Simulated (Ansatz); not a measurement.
## Polymorphs of TiSi2 told apart by optics

Method, alike for all: Ansatz, LDA, independent particles, without spin-orbit coupling, line width 0.1 eV (Gaussian), carrier damping 0.03 eV.

Structure 1:

Symmetry: Cmcm, No. 63, orthorhombic system. The conventional cell has a = 3.530 Å, b = 13.519 Å, c = 3.565 Å, α = 90.00°, β = 90.00°, γ = 90.00°. Ti on site c has 10 Si at 2.58 to 2.81 Å as nearest neighbours. Around Si on site c lie 4 Si at 2.51 Å and 4 Ti at 2.66 to 2.67 Å. Around Si on site c lie 2 Si at 2.38 Å and 4 Ti at 2.58 Å.

Structure 2:

The structure is orthorhombic, space group Fddd (No. 70). The conventional cell has a = 4.773 Å, b = 8.236 Å, c = 8.523 Å, α = 90.00°, β = 90.00°, γ = 90.00°. Ti on site b has 10 Si at 2.54 to 2.75 Å as nearest neighbours. Around Si on site f lie 5 Ti at 2.54 to 2.75 Å and 5 Si at 2.54 to 2.75 Å.

Spectrum A:

| E (eV) | Im ε |
| --- | --- |
| 0.50 | 25.43 |
| 0.75 | 15.24 |
| 1.00 | 13.46 |
| 1.25 | 26.45 |
| 1.50 | 24.67 |
| 1.75 | 19.83 |
| 2.00 | 18.14 |
| 2.25 | 16.91 |
| 2.50 | 15.42 |
| 2.75 | 19.73 |
| 3.00 | 24.41 |
| 3.25 | 21.12 |
| 3.50 | 18.45 |
| 3.75 | 19.72 |
| 4.00 | 21.67 |
| 4.25 | 21.11 |
| 4.50 | 21.18 |
| 4.75 | 23.18 |
| 5.00 | 23.74 |
| 5.25 | 21.55 |
| 5.50 | 20.54 |
| 5.75 | 17.60 |
| 6.00 | 15.02 |
| 6.25 | 11.16 |
| 6.50 | 8.11 |
| 6.75 | 6.71 |
| 7.00 | 6.29 |
| 7.25 | 5.70 |
| 7.50 | 4.57 |
| 7.75 | 3.61 |
| 8.00 | 2.92 |
| 8.25 | 2.54 |
| 8.50 | 2.23 |
| 8.75 | 2.15 |
| 9.00 | 2.04 |
| 9.25 | 1.70 |
| 9.50 | 1.38 |
| 9.75 | 1.14 |
| 10.00 | 0.96 |
| 10.25 | 0.88 |
| 10.50 | 0.82 |
| 10.75 | 0.76 |
| 11.00 | 0.68 |
| 11.25 | 0.61 |
| 11.50 | 0.56 |
| 11.75 | 0.47 |
| 12.00 | 0.43 |

Spectrum B:

```tsv
E (eV)	Im ε
0.50	27.76
0.75	23.21
1.00	27.19
1.25	32.65
1.50	27.46
1.75	25.95
2.00	25.79
2.25	25.70
2.50	24.31
2.75	23.16
3.00	22.48
3.25	21.55
3.50	22.91
3.75	21.46
4.00	18.39
4.25	16.01
4.50	16.71
4.75	17.36
5.00	17.11
5.25	16.39
5.50	13.97
5.75	12.94
6.00	12.74
6.25	10.10
6.50	8.80
6.75	8.03
7.00	6.98
7.25	5.65
7.50	5.25
7.75	4.61
8.00	3.86
8.25	3.93
8.50	3.43
8.75	2.65
9.00	2.31
9.25	1.96
9.50	1.74
9.75	1.56
10.00	1.38
10.25	1.21
10.50	1.03
10.75	0.98
11.00	0.90
11.25	0.81
11.50	0.77
11.75	0.70
12.00	0.68
```

Which spectrum belongs to which structure?

B is structure 1 (Cmcm, 14.2 Å³ an atom): a metal, with a Drude term, main peak of the conductivity above 1 eV at 5.11 eV. A is structure 2 (Fddd, 14.0 Å³ an atom): a metal, with a Drude term, main peak of the conductivity above 1 eV at 5.04 eV.

[Logs are printed without paths, hosts, clocks, repeated set-up lines and the standing remarks that a program may print on its own settings, such as how far it seeks lower states.]
